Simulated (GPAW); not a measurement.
# Ru L₃-edge XANES of Al2Ru (I4/mmm), part 2 of 2

How does the Ru L₃ edge of Al2Ru (I4/mmm) move when the bonds are compressed or stretched?

GPAW 26.7.0; X-ray absorption from dipole matrix elements to empty bands, plane-wave PAW LDA.

So far. Step 8 (Spectrum with XCH, Ru atom 1): The scaled spectrum changes by 2 % r.m.s. The highest intensity below 24 eV stays at 2.8 eV.

## Step 10: Spectrum with XCH, Ru atom 1

Changed against the first core-hole run: volume scale from 1 to 1.09; the field's mesh follows (4×4×4 to 3×3×3).

The input, xas.py:

```python
import numpy as np
from ase import Atoms
from ase.parallel import parprint, paropen
from gpaw import GPAW, PW, FermiDirac, Mixer, MixerDif, setup_paths
from gpaw.test import gen
setup_paths.insert(0, '.')
gen('Ru', name='fch2p', xcname='LDA', corehole=(2, 1, 1), write_xml=True)
from gpaw.mpi import world
world.barrier()

atoms = Atoms('Ru5Al10',
    cell=[[1.60589615, 4.81768846, -4.34483942],
     [4.81768846, -1.60589615, -4.34483942],
     [-1.60589615, -4.81768846, -4.34483942]],
    scaled_positions=[[0, 0, 0],
     [0.2, 0.4, 0.4],
     [0.6, 0.2, 0.2],
     [0.4, 0.8, 0.8],
     [0.8, 0.6, 0.6],
     [0.65920219, 0, 0.65920219],
     [0.85920219, 0.4, 0.05920219],
     [0.25920219, 0.2, 0.85920219],
     [0.05920219, 0.8, 0.45920219],
     [0.45920219, 0.6, 0.25920219],
     [0.34079781, 0, 0.34079781],
     [0.54079781, 0.4, 0.74079781],
     [0.94079781, 0.2, 0.54079781],
     [0.74079781, 0.8, 0.14079781],
     [0.14079781, 0.6, 0.94079781]],
    pbc=True)
atoms.calc = calc = GPAW(legacy_gpaw=True, mode=PW(430), xc='LDA', setups={0: 'fch2p'},
    kpts={'size': (3, 3, 3), 'gamma': True}, occupations=FermiDirac(0.1),
    charge=-1, mixer=Mixer(0.1, 5, 50), maxiter=150,
    convergence={'density': 0.0001}, txt='scf.txt')
energy = atoms.get_potential_energy() + calc.get_reference_energy()
ef = calc.get_fermi_level()
out = dict(energy=energy, fermi=ef, forces=atoms.get_forces().tolist())
parprint(f'all-electron energy {energy:.4f} eV, Fermi level {ef:.4f} eV')
ev = np.array([[calc.get_eigenvalues(k, s) for k in range(len(calc.get_ibz_k_points()))] for s in range(calc.get_number_of_spins())])
out['homo'], out['lumo'], out['counts'] = ev[ev < ef].max(), ev[ev > ef].min(), sorted(set((ev < ef).sum((0, 2)).tolist()))
out['filled'] = (ev[:, 0] < ef).sum(1).tolist()

from ase.units import Ha
from gpaw.xas import dipole_matrix_elements
nb = int(calc.get_number_of_electrons() / 2) + 161
top, nb = nb, nb + 8 + nb // 12
nscf = calc.fixed_density(kpts={'size': (4, 4, 4), 'gamma': True}, nbands=nb,
    convergence={'bands': top, 'eigenstates': 1e-5}, maxiter=60, txt='nscf.txt')
cell = atoms.cell.array
ops = [cell.T @ U.T @ np.linalg.inv(cell.T) for U in nscf.wfs.kd.symmetry.op_scc]
E = np.arange(-6, 34, 0.1)
fwhm = np.interp(E, [4, 25], [2, 3.5])
Y, X, zero, highest = 0, 0, 1e9, 1e9
for spin in range(nscf.get_number_of_spins()):
    wfs = nscf.wfs
    A = dipole_matrix_elements(wfs.setups[0])
    eps = np.zeros((wfs.kd.nibzkpts, nb))
    d = np.zeros((3, A.shape[1], wfs.kd.nibzkpts, nb), complex)
    for kpt in wfs.kpt_u:
        if kpt.s == spin and 0 in kpt.P_ani:
            eps[kpt.k] = kpt.eps_n * Ha
            d[:, :, kpt.k] = (kpt.weight * wfs.nspins / 2) ** 0.5 * np.inner(A, kpt.P_ani[0])
    world.sum(eps)
    world.sum(d)
    T = np.einsum('amkn,bmkn->abkn', d, d.conj()).real
    T = sum(np.einsum('ai,ijkn,bj->abkn', R, T, R) for R in ops) / len(ops)
    empty = eps > ef
    zero, highest = min(zero, eps[empty].min()), min(highest, eps[:, top - 1].min())
    lines = [(eps, T, empty)] if spin == 0 else lines + [(eps, T, empty)]
for eps, T, empty in lines:
    f = np.einsum('aakn->akn', T).reshape(3, -1)
    x = eps.ravel() - zero
    w = np.interp(x, E, fwhm) / 2.35482
    g = np.exp(-0.5 * ((E[:, None] - x) / w) ** 2) / (w * (2 * np.pi) ** 0.5)
    Y = Y + (f * empty.ravel()) @ g.T
    X = X + (f * ~empty.ravel()) @ g.T
out.update(E=E.round(2).tolist(), xas=Y.tolist(), xes=X.tolist(), zero=zero, valid=highest - zero, nk=len(eps), nb=nb)
for i in range(0, len(E), 10):
    parprint(f'{E[i]:7.2f}', *(f'{v:10.3e}' for v in Y[:, i]))
import json
with paropen('out.json', 'w') as f:
    json.dump(out, f)
```

On the command line:

```console
> OMP_NUM_THREADS=1 mpirun -n 2 gpaw python xas.py
```

Wall time 4.7 min (2 MPI ranks of Intel Xeon Platinum 8259CL at 2.50GHz (Skylake/Cascade Lake), shared host); peak memory 0.52 GiB; 9.4 min of CPU time.

```csv
E (eV),first run,this run
-2.0,0.04,0.05
-1.0,0.46,0.50
0.0,1.46,1.55
1.0,1.82,1.96
2.0,1.81,1.97
3.0,1.88,1.90
4.0,1.49,1.46
5.0,1.18,1.18
6.0,1.06,0.97
7.0,0.88,0.85
8.0,0.88,0.94
9.0,1.01,0.98
10.0,0.97,0.86
11.0,0.84,0.76
12.0,0.77,0.72
13.0,0.72,0.69
14.0,0.68,0.64
15.0,0.62,0.57
16.0,0.55,0.55
17.0,0.54,0.59
18.0,0.58,0.63
19.0,0.62,0.63
20.0,0.62,0.62
21.0,0.60,0.61
22.0,0.59,0.59
23.0,0.57,0.56
24.0,0.55,0.54
25.0,0.52,0.51
26.0,0.50,0.51
27.0,0.48,0.54
28.0,0.49,0.58
29.0,0.52,0.64
30.0,0.57,0.70
31.0,0.62,0.71
32.0,0.67,0.67
```

Against the first run the r.m.s. difference is 7 %. The highest intensity below 24 eV goes from 2.8 eV (1.90) to 2.4 eV (1.99).

The photon energy of the zero moves by -0.13 eV.

## Step 11: The volumes side by side

```csv
volume,nearest distance (Å),shift of the zero (eV),maximum 1 (eV above own zero),maximum 2 (eV above own zero),maximum 3 (eV above own zero)
0.94,2.531,+0.08,3.0,9.8,20.2
0.97,2.558,+0.04,2.8,9.6,19.8
1,2.584,+0.00,2.8,9.2,19.4
1.09,2.659,-0.13,2.4,8.6,18.6
```

The curves, each shifted by its zero's change so that they share one photon-energy axis, counted from the zero at V × 1:

```csv
E (eV),V × 0.94,V × 0.97,V × 1,V × 1.09
-2.0,0.03,0.04,0.04,0.07
-1.0,0.38,0.42,0.46,0.62
0.0,1.31,1.39,1.46,1.66
1.0,1.73,1.78,1.82,1.96
2.0,1.69,1.75,1.81,1.98
3.0,1.84,1.86,1.88,1.85
4.0,1.56,1.53,1.49,1.41
5.0,1.18,1.18,1.18,1.16
6.0,1.09,1.08,1.06,0.95
7.0,0.96,0.91,0.88,0.85
8.0,0.85,0.86,0.88,0.96
9.0,0.96,0.99,1.01,0.97
10.0,1.04,1.01,0.97,0.84
11.0,0.92,0.88,0.84,0.76
12.0,0.82,0.79,0.77,0.71
13.0,0.76,0.74,0.72,0.68
14.0,0.71,0.70,0.68,0.63
15.0,0.66,0.64,0.62,0.57
16.0,0.59,0.57,0.55,0.56
17.0,0.54,0.53,0.54,0.60
18.0,0.54,0.56,0.58,0.63
19.0,0.58,0.60,0.62,0.63
20.0,0.61,0.62,0.62,0.62
21.0,0.60,0.60,0.60,0.61
22.0,0.58,0.58,0.59,0.59
23.0,0.56,0.57,0.57,0.56
24.0,0.55,0.55,0.55,0.53
25.0,0.53,0.53,0.52,0.51
26.0,0.51,0.50,0.50,0.51
27.0,0.49,0.48,0.48,0.54
28.0,0.46,0.47,0.49,0.59
29.0,0.46,0.48,0.52,0.65
30.0,0.48,0.52,0.57,0.70
31.0,0.52,0.57,0.62,0.71
32.0,0.57,0.63,0.67,0.66
```

## Step 12: Outcome

```
absorber and edge             : Ru L₃, atom 1 of the ground-state input (counted from 1)
surroundings                  : 8 Al at 2.58 Å, 2 Al at 2.88 Å and 4 Ru at 3.12 Å (14-fold, site symmetry 4/mmm)
highest intensity below 24 eV : 2.8 eV above the zero, height 1.90
```

From V × 0.94 to V × 1.09 the nearest distance grows by 0.128 Å and the zero moves by -0.21 eV. Above their own zero, the maxima move from 3.0 to 2.4 eV, from 9.8 to 8.6 eV and from 20.2 to 18.6 eV. The one highest in energy moves most, in the direction that the rule ΔE·R² ≈ constant for scattering resonances gives. The Ru L₃ edge of atom 1, with 8 Al at 2.58 Å, 2 Al at 2.88 Å and 4 Ru at 3.12 Å (14-fold, site symmetry 4/mmm), has its highest intensity of the first 24 eV at 2.8 eV above the zero, 1.9 times the mean level of the first 20 eV (Gaussian full width 2 eV up to 4 eV, rising linearly to 3.5 eV at 25 eV). At the Ru L₃ edge of atom 1 polarisation matters most near 1.6 eV, where the curves differ by 0.7 on this scale. Only the L₃ part is meant: spin–orbit coupling of the core level isn't computed and the L₂ copy isn't added. The script folds with a Gaussian, whereas the core hole's own line is a Lorentzian, so the onset is too steep and the first peak too high. The mesh is coarse (0.32 Å⁻¹ between points), so small maxima may be mesh ripples. Lifetime broadening is put in by hand, and intensities beyond about 20 eV depend on it and on the partial waves; weight that the partial waves miss at high energy is lost. The structure is a computed Materials Project entry and may be a hypothetical form.

[Logs are printed without paths, hosts, clocks, repeated set-up lines and the standing remarks that a program may print on its own settings, such as how far it seeks lower states.]

[Hosts, paths, dates, database ids (printed as entryN), source tags and the programs' standing remarks are cut or masked in the printed files.]

[Lists of maxima count a maximum above −3 eV only where it reaches 4 % of the highest in the window and stands out from its surroundings by 2 % of it (1.5 % where it reaches 55 %); shoulders and weaker maxima are passed over, and of the rest the first, up to two pre-edge ones and the few strongest are named.]
